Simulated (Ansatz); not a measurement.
## Li on Ru(0001): change of the work function

Wanted: Δφ(θ) for Li/Ru(0001), starting from the fcc site.

Calculated with Ansatz 0.2.0; plane-wave DFT, PBE, Ansatz PAW.

## (1) The structure

The cell holds 4 atoms: 4 Ru. Its edges and angles: a = 2.700 Å, b = 2.700 Å, c = 24.415 Å, α = 90.0°, β = 90.0°, γ = 60.0°. Vacuum lies along c.

## (2) The clean slab

The bare slab comes first, as the zero from which every change is counted. The two lowest layers are held at bulk places and the upper ones relax. The dipole correction removes the false field that a one-sided slab makes across the periodic vacuum, so each face gets a flat vacuum level of its own.

Contents of input.yaml:

```yaml
crystal:
  lattice:
    - [2.7, 0.0, 0.0]
    - [1.35, 2.3382685902, 0.0]
    - [0.0, 0.0, 24.4152]
  atoms:
    - { symbol: Ru, position: [0.6666666667, 0.6666666667, 0.3686228251] }
    - { symbol: Ru, position: [0.0, 0.0, 0.4562076084] }
    - { symbol: Ru, position: [0.6666666667, 0.6666666667, 0.5437923916] }
    - { symbol: Ru, position: [0.0, 0.0, 0.6313771749] }
kpoints:
  mp_grid: { grid: [12, 12, 1] }
hamiltonian:
  xc: pbe
scf:
  occupations: { method: fermi_dirac, width: 0.1 }
  convergence: { dr2_threshold: 1.0e-08 }
efield:
  axis: 3
  dipole_correction: true
  ramp_position: 0.97
  ramp_width: 0.06
relax:
  f_tol: 0.02
  max_steps: 60
  constraints: [{ sites: [0, 1] }]
output:
  write_potential: true
  write_density: true
  volumetric_format: npy
```

On the command line:

```console
$ ansatz run input.yaml --threads 4 --pin off --max-ram 6144MiB --backend cpu --events-out ev --progress --plain --runs-dir out
```

Numbers of over 12 decimals in the logs are rounded to 6 here.

What it wrote:

```text
Engine: ansatz 0.2.0, x86_64-unknown-linux-gnu
Pseudopotentials: kind: paw
Pseudopotential: Ru, paw, valence charge 16, recommended cutoff 420 eV (normal), Ru.paw.azcp
Functional definition: PBE
  parameter kappa = 0.804
  parameter beta = 0.066725
  exchange = pbe_x(kappa = kappa, mu = beta*pi^2/3)
  correlation = pbe_c(beta = beta)
Crystal: 4 atoms, lattice volume = 154.141 Å³
Basis set: ecut = 420 eV, 3063 PW (Γ), exchange–correlation on 40×40×360 points (8 copies of the dense FFT grid, shifted against one another)
Bands: 39, of which v1, the nominal top of the filled ones, is band 32 counted from 1 (31 counted from 0)
Symmetry: 6 space group operations
k-points: 19 of 144 (time reversal used)
Non-local potential: Ru, projectors of the file, l = 0: 3, l = 1: 2, l = 2: 2, l = 3: 1
PAW form: soft (Blöchl's): semilocal exchange-correlation on the pseudo side does not see the compensation charge
PAW one-centre angular grid: Ru, 590 points (default); XC on 64 Gauss nodes
Initial density: superposition of atomic densities (neutral atoms: chi_scale 0, normalization atom), corrected by the library's trained network
Initial wavefunctions: pseudopotential atomic-orbital guess
Functional: x = pbe(κ = 0.804, μ = 0.219515), c = pbe(β = 0.066725)
SCF iter   1: F=—  HF=-23512.726011 eV  |F-HF|=—  |Δ(HF+E_count)|=         —  Δρ=8.02e-3  dr2=4.20e-1  ethr=1.77e-3  p=0.000 e·Å  D=2.58e-13 V/Å  ΔV_dip=-0.00 eV  dr2_dipole=4.17e-8  V_vac-E_F(+/−)=4.75/4.75 eV  ⟨swp⟩=7.4  Hψ=3258  notcnv=0
efield: sawtooth ramp at fractional position 0.9700 (set: `efield.ramp_position`, or a place that a band, a saddle search or an elastic batch's reference lends), width 0.0600; the density the first Hamiltonian is built on has a dipole p = 0.000 e·Å; the dipole correction subtracts the counter field D = 2.58e-13 V/Å, which shifts the + side's vacuum level by -0.00 eV against the − side's; the planar-averaged density in the ramp window peaks in size at 5.1e-6 e/Å³
preconditioner: auto → LDOS  [metal: Δε(μ)=0.040 eV  Ē_g=4.722 eV  σ=0.100 eV  W_gap=0.10  n_scr=18 (ndim 8)  ℏωp=16.9 eV  f_vac=0.584  D(μ)=4.50/eV (n_scr^D=16)  β→1.0]
SCF iter   2: F=—  HF=-23512.720745 eV  |F-HF|=—  |Δ(HF+E_count)|=   5.27e-3  Δρ=3.31e-3  dr2=3.80e-2  ethr=6.57e-4  p=-0.000 e·Å  D=-1.91e-5 V/Å  ΔV_dip=0.00 eV  dr2_dipole=4.73e-7  V_vac-E_F(+/−)=5.00/5.00 eV  ⟨swp⟩=1.5  Hψ=919  notcnv=0
SCF iter   3: F=—  HF=-23512.717886 eV  |F-HF|=—  |Δ(HF+E_count)|=   2.86e-3  Δρ=6.79e-4  dr2=8.55e-4  ethr=5.94e-5  p=-0.000 e·Å  D=-7.45e-6 V/Å  ΔV_dip=0.00 eV  dr2_dipole=3.13e-7  V_vac-E_F(+/−)=5.05/5.05 eV  ⟨swp⟩=2.0  Hψ=932  notcnv=0
SCF iter   4: F=—  HF=-23512.717815 eV  |F-HF|=—  |Δ(HF+E_count)|=   7.07e-5  Δρ=1.58e-4  dr2=1.09e-4  ethr=1.34e-6  p=-0.000 e·Å  D=-6.71e-6 V/Å  ΔV_dip=0.00 eV  dr2_dipole=3.73e-8  V_vac-E_F(+/−)=5.07/5.07 eV  ⟨swp⟩=2.1  Hψ=1171  notcnv=0
SCF iter   5: F=—  HF=-23512.717807 eV  |F-HF|=—  |Δ(HF+E_count)|=   8.36e-6  Δρ=5.25e-5  dr2=8.28e-6  ethr=1.71e-7  p=0.000 e·Å  D=1.10e-6 V/Å  ΔV_dip=-0.00 eV  dr2_dipole=6.35e-10  V_vac-E_F(+/−)=5.08/5.08 eV  ⟨swp⟩=2.2  Hψ=1114  notcnv=0
SCF iter   6: F=—  HF=-23512.717808 eV  |F-HF|=—  |Δ(HF+E_count)|=   1.00e-6  Δρ=2.85e-5  dr2=1.76e-6  ethr=1.29e-8  p=-0.000 e·Å  D=-2.98e-6 V/Å  ΔV_dip=0.00 eV  dr2_dipole=1.12e-11  V_vac-E_F(+/−)=5.09/5.09 eV  ⟨swp⟩=3.0  Hψ=1434  notcnv=0
SCF iter   7: F=—  HF=-23512.717807 eV  |F-HF|=—  |Δ(HF+E_count)|=   1.27e-7  Δρ=8.99e-6  dr2=2.28e-7  ethr=2.75e-9  p=0.000 e·Å  D=5.86e-8 V/Å  ΔV_dip=-0.00 eV  dr2_dipole=5.18e-11  V_vac-E_F(+/−)=5.09/5.09 eV  ⟨swp⟩=2.5  Hψ=1219  notcnv=0
SCF iter   8: F=—  HF=-23512.717808 eV  |F-HF|=—  |Δ(HF+E_count)|=   1.93e-7  Δρ=3.54e-6  dr2=2.81e-8  ethr=3.56e-10  p=-0.000 e·Å  D=-1.05e-7 V/Å  ΔV_dip=0.00 eV  dr2_dipole=1.80e-13  V_vac-E_F(+/−)=5.09/5.09 eV  ⟨swp⟩=2.8  Hψ=1346  notcnv=0
SCF iter   9: F=-23512.717808 eV  HF=-23512.717808 eV  |F-HF|=1.64e-9  |Δ(HF+E_count)|=   2.22e-8  Δρ=1.12e-6  dr2=1.93e-9  ethr=1.56e-11  p=-0.000 e·Å  D=-1.48e-7 V/Å  ΔV_dip=0.00 eV  dr2_dipole=2.29e-13  V_vac-E_F(+/−)=5.09/5.09 eV  ⟨swp⟩=10.6  Hψ=5496  notcnv=0
SCF 1 converged in 9 iterations: F = -23512.717808 eV  dr2 = 1.93e-9
  greatest PAW one-centre occupation: 0.998 electrons in one spin orbital (limit 2), on the Ru atom at site 3 (counted from 0), in its partial waves of l = 0
relax step   1: F+E_penalty+E_count = -23512.71780769 eV  Δ(F+E_penalty+E_count) = +0.000e0 eV  max|allowed force component| = 5.365e-1 eV/Å  Δτ_max = 0.0000 Å  (9 SCF iters, accepted)
Initial density: handed on by an earlier stage of this run
Initial wavefunctions: those handed on with the density
iter 1 solved again at ethr=2.79e-4 eV; its pass at ethr=3.10e-3 eV (dr2=1.79e-1 eV) is discarded
SCF iter   1: F=—  HF=-23512.732683 eV  |F-HF|=—  |Δ(HF+E_count)|=         —  Δρ=4.18e-3  dr2=1.61e-1  ethr=2.79e-4  p=-0.000 e·Å  D=-3.84e-8 V/Å  ΔV_dip=0.00 eV  dr2_dipole=5.05e-2  V_vac-E_F(+/−)=5.08/5.08 eV  ⟨swp⟩=1.4  Hψ=2246  notcnv=0
efield: sawtooth ramp at fractional position 0.9700 (set: `efield.ramp_position`, or a place that a band, a saddle search or an elastic batch's reference lends), width 0.0600; the density the first Hamiltonian is built on has a dipole p = -0.000 e·Å; the dipole correction subtracts the counter field D = -3.84e-8 V/Å, which shifts the + side's vacuum level by +0.00 eV against the − side's; the planar-averaged density in the ramp window peaks in size at 1.2e-6 e/Å³
preconditioner: auto → LDOS  [metal: Δε(μ)=0.011 eV  Ē_g=4.777 eV  σ=0.100 eV  W_gap=0.03  n_scr=18 (ndim 8)  ℏωp=16.9 eV  f_vac=0.589  D(μ)=4.80/eV (n_scr^D=18)  β→1.0]
SCF iter   2: F=—  HF=-23512.729635 eV  |F-HF|=—  |Δ(HF+E_count)|=   3.05e-3  Δρ=1.47e-3  dr2=8.73e-3  ethr=2.51e-4  p=0.001 e·Å  D=1.54e-3 V/Å  ΔV_dip=-0.04 eV  dr2_dipole=1.08e-3  V_vac-E_F(+/−)=5.04/5.07 eV  ⟨swp⟩=1.8  Hψ=865  notcnv=0
SCF iter   3: F=—  HF=-23512.729688 eV  |F-HF|=—  |Δ(HF+E_count)|=   5.31e-5  Δρ=1.46e-3  dr2=8.06e-3  ethr=1.36e-5  p=0.002 e·Å  D=1.78e-3 V/Å  ΔV_dip=-0.04 eV  dr2_dipole=1.74e-4  V_vac-E_F(+/−)=5.04/5.08 eV  ⟨swp⟩=2.9  Hψ=1565  notcnv=0
SCF iter   4: F=—  HF=-23512.727755 eV  |F-HF|=—  |Δ(HF+E_count)|=   1.93e-3  Δρ=1.69e-4  dr2=7.46e-5  ethr=1.26e-5  p=0.001 e·Å  D=1.75e-3 V/Å  ΔV_dip=-0.04 eV  dr2_dipole=2.30e-6  V_vac-E_F(+/−)=5.03/5.07 eV  ⟨swp⟩=2.4  Hψ=1137  notcnv=0
SCF iter   5: F=—  HF=-23512.727759 eV  |F-HF|=—  |Δ(HF+E_count)|=   3.58e-6  Δρ=6.38e-5  dr2=1.06e-5  ethr=1.17e-7  p=0.001 e·Å  D=1.73e-3 V/Å  ΔV_dip=-0.04 eV  dr2_dipole=2.01e-7  V_vac-E_F(+/−)=5.03/5.07 eV  ⟨swp⟩=3.2  Hψ=1577  notcnv=0
SCF iter   6: F=—  HF=-23512.727759 eV  |F-HF|=—  |Δ(HF+E_count)|=   3.69e-7  Δρ=2.64e-5  dr2=1.29e-6  ethr=1.66e-8  p=0.001 e·Å  D=1.75e-3 V/Å  ΔV_dip=-0.04 eV  dr2_dipole=6.06e-9  V_vac-E_F(+/−)=5.03/5.07 eV  ⟨swp⟩=2.3  Hψ=1096  notcnv=0
SCF iter   7: F=—  HF=-23512.727764 eV  |F-HF|=—  |Δ(HF+E_count)|=   5.10e-6  Δρ=6.73e-6  dr2=1.28e-7  ethr=2.01e-9  p=0.002 e·Å  D=1.77e-3 V/Å  ΔV_dip=-0.04 eV  dr2_dipole=1.79e-8  V_vac-E_F(+/−)=5.03/5.07 eV  ⟨swp⟩=3.2  Hψ=1452  notcnv=0
SCF iter   8: F=—  HF=-23512.727764 eV  |F-HF|=—  |Δ(HF+E_count)|=   1.54e-7  Δρ=2.57e-6  dr2=1.72e-8  ethr=2.00e-10  p=0.002 e·Å  D=1.76e-3 V/Å  ΔV_dip=-0.04 eV  dr2_dipole=4.98e-11  V_vac-E_F(+/−)=5.03/5.07 eV  ⟨swp⟩=2.6  Hψ=1286  notcnv=0
SCF iter   9: F=-23512.727764 eV  HF=-23512.727764 eV  |F-HF|=1.08e-8  |Δ(HF+E_count)|=   8.57e-8  Δρ=8.43e-7  dr2=1.48e-9  ethr=1.56e-11  p=0.002 e·Å  D=1.77e-3 V/Å  ΔV_dip=-0.04 eV  dr2_dipole=9.06e-11  V_vac-E_F(+/−)=5.03/5.07 eV  ⟨swp⟩=10.8  Hψ=5451  notcnv=0
SCF 2 converged in 9 iterations: F = -23512.727764 eV  dr2 = 1.48e-9
relax step   2: F+E_penalty+E_count = -23512.72776402 eV  Δ(F+E_penalty+E_count) = -9.956e-3 eV  max|allowed force component| = 2.640e-1 eV/Å  Δτ_max = 0.0631 Å  (9 SCF iters, accepted)
SCF iter   1: F=—  HF=-23512.732127 eV  |F-HF|=—  |Δ(HF+E_count)|=         —  Δρ=2.15e-3  dr2=4.13e-2  ethr=5.39e-4  p=0.002 e·Å  D=1.77e-3 V/Å  ΔV_dip=-0.04 eV  dr2_dipole=1.13e-2  V_vac-E_F(+/−)=5.03/5.08 eV  ⟨swp⟩=2.5  Hψ=1222  notcnv=0
efield: sawtooth ramp at fractional position 0.9700 (set: `efield.ramp_position`, or a place that a band, a saddle search or an elastic batch's reference lends), width 0.0600; the density the first Hamiltonian is built on has a dipole p = 0.002 e·Å; the dipole correction subtracts the counter field D = 1.77e-3 V/Å, which shifts the + side's vacuum level by -0.04 eV against the − side's; the planar-averaged density in the ramp window peaks in size at 1.5e-6 e/Å³
preconditioner: auto → LDOS  [metal: Δε(μ)=0.014 eV  Ē_g=4.748 eV  σ=0.100 eV  W_gap=0.03  n_scr=18 (ndim 8)  ℏωp=16.9 eV  f_vac=0.586  D(μ)=4.73/eV (n_scr^D=18)  β→1.0]
SCF iter   2: F=—  HF=-23512.731433 eV  |F-HF|=—  |Δ(HF+E_count)|=   6.94e-4  Δρ=7.28e-4  dr2=2.45e-3  ethr=6.45e-5  p=0.001 e·Å  D=1.56e-3 V/Å  ΔV_dip=-0.04 eV  dr2_dipole=5.81e-4  V_vac-E_F(+/−)=5.04/5.08 eV  ⟨swp⟩=1.3  Hψ=911  notcnv=0
SCF iter   3: F=—  HF=-23512.731347 eV  |F-HF|=—  |Δ(HF+E_count)|=   8.61e-5  Δρ=6.75e-4  dr2=1.60e-3  ethr=3.83e-6  p=0.001 e·Å  D=1.09e-3 V/Å  ΔV_dip=-0.03 eV  dr2_dipole=1.21e-4  V_vac-E_F(+/−)=5.05/5.07 eV  ⟨swp⟩=3.1  Hψ=1548  notcnv=0
SCF iter   4: F=—  HF=-23512.731026 eV  |F-HF|=—  |Δ(HF+E_count)|=   3.21e-4  Δρ=9.48e-5  dr2=2.66e-5  ethr=2.50e-6  p=0.001 e·Å  D=1.20e-3 V/Å  ΔV_dip=-0.03 eV  dr2_dipole=7.93e-8  V_vac-E_F(+/−)=5.05/5.07 eV  ⟨swp⟩=2.0  Hψ=1076  notcnv=0
SCF iter   5: F=—  HF=-23512.731021 eV  |F-HF|=—  |Δ(HF+E_count)|=   5.59e-6  Δρ=2.91e-5  dr2=1.95e-6  ethr=4.16e-8  p=0.001 e·Å  D=1.21e-3 V/Å  ΔV_dip=-0.03 eV  dr2_dipole=2.54e-7  V_vac-E_F(+/−)=5.04/5.07 eV  ⟨swp⟩=3.1  Hψ=1467  notcnv=0
SCF iter   6: F=—  HF=-23512.731025 eV  |F-HF|=—  |Δ(HF+E_count)|=   4.57e-6  Δρ=1.06e-5  dr2=2.21e-7  ethr=3.05e-9  p=0.001 e·Å  D=1.21e-3 V/Å  ΔV_dip=-0.03 eV  dr2_dipole=2.04e-9  V_vac-E_F(+/−)=5.05/5.07 eV  ⟨swp⟩=2.2  Hψ=1109  notcnv=0
SCF iter   7: F=—  HF=-23512.731026 eV  |F-HF|=—  |Δ(HF+E_count)|=   3.04e-7  Δρ=3.59e-6  dr2=4.53e-8  ethr=3.45e-10  p=0.001 e·Å  D=1.20e-3 V/Å  ΔV_dip=-0.03 eV  dr2_dipole=5.42e-9  V_vac-E_F(+/−)=5.05/5.07 eV  ⟨swp⟩=2.9  Hψ=1359  notcnv=0
SCF iter   8: F=-23512.731026 eV  HF=-23512.731026 eV  |F-HF|=2.12e-8  |Δ(HF+E_count)|=   4.05e-8  Δρ=1.12e-6  dr2=4.91e-9  ethr=1.56e-11  p=0.001 e·Å  D=1.20e-3 V/Å  ΔV_dip=-0.03 eV  dr2_dipole=1.35e-10  V_vac-E_F(+/−)=5.05/5.08 eV  ⟨swp⟩=10.9  Hψ=5666  notcnv=0
SCF 3 converged in 8 iterations: F = -23512.731026 eV  dr2 = 4.91e-9
relax step   3: F+E_penalty+E_count = -23512.73102571 eV  Δ(F+E_penalty+E_count) = -3.262e-3 eV  max|allowed force component| = 1.726e-2 eV/Å  Δτ_max = 0.0292 Å  (8 SCF iters, accepted)
NSCF: frozen V_eff on 19 k-points
the band table was solved once a step of the walk had ended and its energy, with any forces and stress, was formed, with the checks that follow a solve (3206 applications of the Hamiltonian). They found nothing against the state; the energy, forces and stress were not computed again (output.eigenvalues in the input reference)
WARN: The input density's exchange-correlation potential varies sharply where the density is thin. Do not read a vacuum level from v_tot or v_xc, or from such a field of the output density. On a cell that repeats whose density bears no net charge and no dipole along the vacuum's axis use v_es (v_loc + v_h of the components); under efield.dipole_correction with no amplitude use v_es + v_field, which holds any external [...]
SCF converged after 8 iterations
Free energy (F): -23512.731026 eV
Harris-Foulkes:  -23512.731026 eV  (|F-HF|=2.12e-8)
Internal energy: -23512.573717 eV  (E = F + TS)
E sigma→0 (E₀):  -23512.652371 eV
Entropy (-TS):   -0.157309 eV (-39.327 meV/atom)
Fermi energy:    5.070094 eV
Dipole field:    D = 0.001218 V/Å  (p = 0.001037 e·Å, saw-weighted, corrected)
Work function:   Φ+ = 5.0457 eV   Φ− = 5.0754 eV
Levels:          The Fermi level and band energies are counted from a zero that moves with the ramp; work functions are not
--- Per-component energies (eV) ---
  E_band       = -1382.396250
  E_kinetic    = 2053.424202
  E_local      = -108450.119642  (includes V_loc(G=0)·N_el)
  E_nonlocal   = 1374.134427
  E_hartree    = 52740.331232
  E_xc         = -759.224491
  E_vxc        = -952.769083  (∫ρ·V_xc dr)
  E_paw        = -13843.557205  (= ΣΔE_a)
  E_vpaw       = -887.740778  (= ΣTr[D̂ρ^β])
  E_aug_tail   = -0.000773  (compensation charges beyond the density's cutoff)
  E_efield     = 0.000001  (sawtooth field / dipole correction)
  E_vefield    = 0.000284  (∫n·V_field dr)
  E_ewald      = 43372.438533
  E_smearing   = -0.157309  (= −TS)
  E_closure    = -0.000000  (closes the sum)
  Σ components = -23512.731026   (vs F -23512.731026, Δ=0.00e0)
--- Forces (eV/Å), atoms counted from 1 ---
  atom   1  Ru     0.00000000     0.00000000     0.47191104
  atom   2  Ru    -0.00000000     0.00000000    -0.45864795
  atom   3  Ru    -0.00000000    -0.00000000    -0.01725945
  atom   4  Ru    -0.00000000    -0.00000000     0.00398376
  max |Σ_I F_I| component: 1.26e-5 eV/Å
--- Band table (eV; the first three rows and the last of 19) ---
  k-point 0: bands = [... 28 lower, 3.1032, 3.1032, 3.3035, 4.2564, 4.2564, 5.1708, 5.2356, 5.2356, ... 3 higher]
  k-point 1: bands = [... 28 lower, 3.1352, 3.2707, 3.3655, 4.0857, 4.2001, 4.6895, 4.9614, 5.1771, ... 3 higher]
  k-point 2: bands = [... 28 lower, 3.2004, 3.4733, 3.6256, 3.7607, 4.0789, 4.3168, 4.8058, 5.0858, ... 3 higher]
  k-point 18: bands = [... 28 lower, 3.0217, 3.8651, 4.4540, 5.7029, 5.7380, 5.7613, 6.1990, 6.2368, ... 3 higher]
--- Relaxed structure (3 steps of the walk, 3 accepted, 0 SCFs on fresh bases) ---
  F+E_penalty+E_count = -23512.73102571 eV   max|allowed force component| = 1.726e-2 eV/Å
  atoms:
    - { symbol: Ru, position: [0.666667, 0.666667, 0.3686228251] }
    - { symbol: Ru, position: [0.0, 0.0, 0.456208] }
    - { symbol: Ru, position: [0.666667, 0.666667, 0.544587] }
    - { symbol: Ru, position: [-1.3936486442334167e-18, 0, 0.629989] }
```

The job ended after 2.6 s (4 threads of AMD EPYC 9R45, shared host; peak memory 0.54 GiB).

Step by step:

```
step  energy less that of the first step (eV)  largest force component (eV/Å)
   1                                   0.0000                          0.5365
   2                                  -0.0100                          0.2640
   3                                  -0.0132                          0.0173
```

Forces are held to the 6 operations that the run works with; a distortion that breaks them can't arise in this run.

The atoms that moved most (Å):

```
atom     dx     dy      dz  length
 Ru4  0.000  0.000  -0.034   0.034
 Ru3  0.000  0.000   0.019   0.019
```

The relaxed structure:

```xyz
4
Lattice="2.7000 0.0000 0.0000 1.3500 2.3383 0.0000 0.0000 0.0000 24.4152" Properties=species:S:1:pos:R:3
Ru    2.7000    1.5588    9.0000
Ru    0.0000    0.0000   11.1384
Ru    2.7000    1.5588   13.2962
Ru    0.0000    0.0000   15.3813
```

This step gave:

| Property | Result |
| --- | --- |
| energy at zero smearing | -23512.6524 eV |
| work function, upper face | 5.046 eV |
| work function, lower face | 5.075 eV |
| dipole along the normal | 0.001037 e·Å |
| step between the vacuum levels | -0.02973 eV |

Running mean over 2.138 Å of the planar mean; the ramp of the sawtooth is left out. The electron's electrostatic potential energy less the Fermi level by z:

| z (Å) | electron's electrostatic potential energy less the Fermi level (eV) |
| --- | --- |
| 3 | 5.08 |
| 4 | 5.07 |
| 5 | 5.07 |
| 6 | 4.98 |
| 7 | 3.94 |
| 8 | -6.27 |
| 9 | -14.2 |
| 10 | -14.6 |
| 11 | -14.8 |
| 12 | -14.6 |
| 13 | -14.9 |
| 14 | -15.4 |
| 15 | -14.8 |
| 16 | -11.4 |
| 17 | 1.85 |
| 18 | 4.81 |
| 19 | 5.03 |
| 20 | 5.04 |
| 21 | 5.05 |

The relaxation took 3 steps and lowered the energy by 0.013 eV; the largest force on the free atoms ends at 0.017 eV/Å.

The work function of the upper face is 5.05 eV.

(Part 1 of 3 ends here.)

[Logs are printed without paths, hosts, clocks, repeated set-up lines and the standing remarks that a program may print on its own settings, such as how far it seeks lower states.]

[Hosts, paths, dates, database ids (printed as entryN), source tags and the programs' standing remarks are cut or masked in the printed files.]

[Maps of the electrostatic potential energy from Ansatz leave out the sawtooth potential of an applied field or a dipole correction, so their vacuum need not be flat; planar profiles and work functions include it.]
